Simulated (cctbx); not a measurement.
## Interatomic vectors of K2Re2SnTe2

Space group Pnma (no. 62), a = 11.7220 Å, b = 10.9730 Å, c = 7.1250 Å, α = 90.00°, β = 90.00°, γ = 90.00°, content Re8 Te8 Sn4 K8.

Simulated single-crystal data (cctbx): Ag Kα, λ = 0.56087 Å, to d = 0.8 Å, 50 % of the full sphere, strongest reflection 20000 counts, noise from counting, a 4 % proportional error and a noise floor of 4 counts (s.d.); no absorption.

Patterson synthesis, origin scaled to 1000:

```text
Patterson group P m m m
      u       v       w   height  length (A)
  0.000   0.000   0.000   1000.0     0.00
  0.366   0.500   0.500    371.2     7.82
  0.500   0.000   0.312    315.6     6.27
  0.000   0.358   0.000    306.8     3.92
  0.500   0.319   0.418    178.2     7.45
  0.135   0.500   0.184    159.6     5.86
  0.366   0.145   0.500    152.6     5.80
  0.000   0.321   0.099    149.5     3.59
  0.500   0.360   0.312    139.9     7.41
  0.210   0.500   0.304    102.9     6.39
  0.082   0.000   0.500    102.3     3.69
  0.053   0.321   0.247     89.8     3.98
  0.191   0.179   0.431     89.8     4.28
  0.306   0.177   0.235     89.2     4.41
```

Q: Assign the vectors.

A peak at u stands for all pairs with xi − xj = u, with weight Σ ZiZj against Σ Z² = 79520 at the origin. Peak heights follow these weights only roughly, since form factors, motion and series ripples differ, all vectors within 0.55 Å of a peak are counted as merged into it though the farther ones add only part of their weight, and F(000) is left out, which lowers the whole map:

| u | v | w | shortest length (Å) | height | 1000 ΣZiZj/ΣZ² | pairs in the cell |
| --- | --- | --- | --- | --- | --- | --- |
| 0.366 | 0.500 | 0.500 | 7.82 | 371 | 346 | 4 × Re–Re, 2 × Sn–Sn |
| 0.500 | 0.000 | 0.312 | 6.27 | 316 | 301 | 4 × Re–Re, 4 × K–K |
| 0.000 | 0.358 | 0.000 | 3.93 | 307 | 301 | 4 × Re–Re, 4 × K–K |
| 0.500 | 0.319 | 0.418 | 7.45 | 178 | 238 | 4 × Re–Sn, 4 × Te–K |
| 0.135 | 0.500 | 0.184 | 5.86 | 160 | 141 | 2 × Re–Re |
| 0.366 | 0.145 | 0.500 | 5.80 | 153 | 141 | 2 × Re–Re |
| 0.000 | 0.321 | 0.099 | 3.59 | 150 | 189 | 4 × Re–Sn |
| 0.500 | 0.360 | 0.312 | 7.41 | 140 | 151 | 2 × Re–Re, 2 × K–K |
| 0.210 | 0.500 | 0.304 | 6.39 | 103 | 236 | 4 × Te–Sn, 4 × Re–K, 1 × Te–Te |
| 0.082 | 0.000 | 0.500 | 3.69 | 102 | 143 | 8 × Re–K |

The table stops at ten peaks or at a height of 45, below which ripples compete. In the model behind the data Re, the heaviest element, has 1 independent site: (0.0671, 0.0713, 0.4066), up to an allowed shift of origin; the Re–Re vectors are differences of these positions and their symmetry mates. The whole model:

```
atom  mult.       x       y       z  Ueq (Å²)
 Re1      8  0.0671  0.0713  0.4066    0.0061
 Te1      4  0.2759     1/4  0.2571    0.0108
 Te2      4  0.6208     3/4  0.3400    0.0077
 Sn1      4  0.5660     3/4  0.9910    0.0087
  K1      8  0.3537  0.5591  0.4000    0.0137
```

This is a model crystal, built by substitution and not relaxed, with assumed displacement parameters.

[Logs are printed without paths, hosts, clocks, repeated set-up lines and the standing remarks that a program may print on its own settings, such as how far it seeks lower states.]
